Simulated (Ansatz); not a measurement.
# Surface energy of Ru(112) slab (three-index Miller notation) (22 atoms)

What is the surface energy of this cell, counted against the bulk crystal, and how far does it hang on functional and mesh?

Calculated with Ansatz 0.2.0: Kohn-Sham DFT, PBE, PAW (set soft_2), plane waves; cutoff 420 eV, fermi-dirac smearing of 0.1 eV. Cutoffs: 420 eV for PBE and PBEsol; 500 eV for r2SCAN.

**The cells**

The cell holds 22 atoms: 22 Ru. Its edges and angles: a = 4.703 Å, b = 6.914 Å, c = 26.463 Å, α = 90.0°, β = 90.0°, γ = 132.9°. It derives from Ru. The starting structure: Slab of Ru cut on (1 1 2), 11.5 Å thick, 1 x 1 surface cells, both faces free, 15 Å of vacuum; not relaxed. Lattice constants are starting values near those of PBE. Vacuum lies along c.

The bulk reference is Ru2 in a cell of 2 atoms, 13.661 Å³ an atom.

The input of the single point on the relaxed cell:

```yaml
crystal:
  lattice:
    - [4.70252, 0.0, 0.0]
    - [-4.70252, 5.06849, 0.0]
    - [0.0, 0.0, 26.46317]
  atoms:
    - { symbol: Ru, position: [0.28206, 0.28727, 0.28776] }
    - { symbol: Ru, position: [0.62619, 0.78719, 0.28778] }
    - { symbol: Ru, position: [0.92535, 0.42839, 0.32525] }
    - { symbol: Ru, position: [0.2652, 0.92841, 0.32525] }
    [... 16 atom lines left out ...]
    - { symbol: Ru, position: [0.71568, 0.72135, 0.71222] }
    - { symbol: Ru, position: [0.05981, 0.22127, 0.71224] }
kpoints:
  mp_grid: { grid: [10, 7, 1] }
hamiltonian:
  xc: pbe
scf:
  occupations: { method: fermi_dirac, width: 0.1 }
output:
  forces: true
  populations: true
  dos:
    method: { smearing: { sigma: 0.08 } }
    de: 0.1
    projected: { site_lists: { Ru: [Ru] } }
  eigenvalues: true
  write_density: true
  write_potential: true
  volumetric_format: npy
```

| cell | formula | k-mesh | relaxation steps | gain on relaxing (eV) | free energy, PBE (eV) | time of its runs on this page |
| --- | --- | --- | --- | --- | --- | --- |
| Ru(112) slab (three-index Miller notation) | Ru22 | 10×7×1 (relaxed on 7×5×1) | 4 | 0.37 | -129322.103 | 67 s |
| bulk Ru | Ru2 | 23×23×13 | - | - | -11757.403 | 21 s |

**Surface energy**

The excess is the cell's free energy less 11 times that of the bulk cell. It is divided by twice the area, as the cell holds two faces, so the value is their mean, and they need not be alike (23.83 Å²), with 1 eV/Å² = 16.022 J/m².

```
           level  k-mesh  excess (eV)  surface energy (J/m²)  per area (meV/Å²)
             PBE  10×7×1        9.333                  3.137              195.8
PBE, denser mesh  13×9×1        9.332                  3.137              195.8
          r2SCAN  10×7×1       10.117                  3.401              212.2
          PBEsol  10×7×1       10.783                  3.624              226.2
```

Worked for the first row at PBE: (-129322.103) − 11 × (-11757.403) = 9.333 eV (from unrounded energies).

Then 9.333 / (2 × 23.83) × 16.022 = 3.137 J/m².

**Neighbours**

Bonds by pair of elements; cutoffs follow the first minimum of g(r), held within bounds set by covalent radii, and pairs that aren't listed don't count as bonded:

| pair A-B | cutoff (Å) | bonds | mean length (Å) | spread (Å) | shortest (Å) | B about A | A about B |
| --- | --- | --- | --- | --- | --- | --- | --- |
| Ru-Ru | 3.12 | 118 | 2.67 | 0.046 | 2.54 | 10.7 | 10.7 |

How many atoms have how many bonded neighbours:

| element | mean | 7 | 10 | 12 |
| --- | --- | --- | --- | --- |
| Ru | 10.7 | 4 | 4 | 14 |

**Findings**

At PBE the surface energy is 3.14 J/m². At the same geometries the levels give 3.14 (PBE) to 3.62 J/m² (PBEsol) and the denser mesh leaves it within 0.01 J/m². Relaxing the atoms lowered it by 0.126 J/m² from the start (on the 7×5×1 mesh of the relaxation), and the farthest atom moved 0.12 Å. By these cutoffs 8 of 22 Ru atoms differ from the commonest count of 12.

Limits: The cell edges were held, so the lattice is the typed one for every functional. Cell and bulk are sampled on unlike meshes, and the error grows with the number of atoms subtracted. These are free energies under a smearing of 0.1 eV, whose entropy term isn't removed. In some runs the program notes that positions were snapped to a detected symmetry and the exchange-correlation potential is rough where the density is thin.

[Logs are printed without paths, hosts, clocks, repeated set-up lines and the standing remarks that a program may print on its own settings, such as how far it seeks lower states.]

[Hosts, paths, dates, database ids (printed as entryN), source tags and the programs' standing remarks are cut or masked in the printed files.]
